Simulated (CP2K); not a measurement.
Consider 4-methylpyridine at its PBE geometry (Å).

```xyz
14

C     2.0154   -0.1266    0.1133
C     0.5160   -0.0314    0.0436
C    -0.1363    1.1979   -0.1208
C    -1.5298    1.2333   -0.2086
N    -2.3183    0.1449   -0.1423
C    -1.6860   -1.0318    0.0198
C    -0.2990   -1.1689    0.1176
H     2.4412   -0.2545   -0.8940
H     2.4570    0.7828    0.5404
H     2.3362   -0.9872    0.7143
H     0.4357    2.1254   -0.1757
H    -2.0455    2.1888   -0.3374
H    -2.3280   -1.9150    0.0761
H     0.1414   -2.1578    0.2538
```

Method: CP2K XAS_TDP, all-electron GAPW, PBEh(45%), aug-cc-pVDZ, TDA, GW2X-corrected core level, no relativity.

Q: Predict the bright core excitations at the N K edge.

Leading lines: N5 399.67 eV. The leading line of an atom is its first one with 35 % of the strongest within 2.5 eV of its lowest line over the strength cut. Core ionisation energies at this level: N5 405.23 eV.

The first six lines of each atom with a strength over 0.0015:

```csv
atom,energy (eV),states,"strength, one atom",above the computed threshold
N5 (bonded to 2 C),399.67,1,0.0506,
,405.44,1,0.0025,yes
,406.48,1,0.0041,yes
,406.83,2,0.0055,yes
,407.03,1,0.0040,yes
,407.28,1,0.0037,yes
```

Lines are vertical, at one geometry, with no vibrational structure. GW2X ionisation energies and lines can be off by 1 to 2 eV either way, and a good line position may hide errors that cancel. These values hold no scalar relativity, about 0.2 eV for N 1s. Rydberg lines, and the discretised continuum above threshold, depend on the basis and the box.

[Banner, clock and machine lines of the logs are left out without a mark of their own.]

[Logs are printed without paths, hosts, clocks, repeated set-up lines and the standing remarks that a program may print on its own settings, such as how far it seeks lower states.]

[Hosts, paths, dates, database ids (printed as entryN), source tags and the programs' standing remarks are cut or masked in the printed files.]
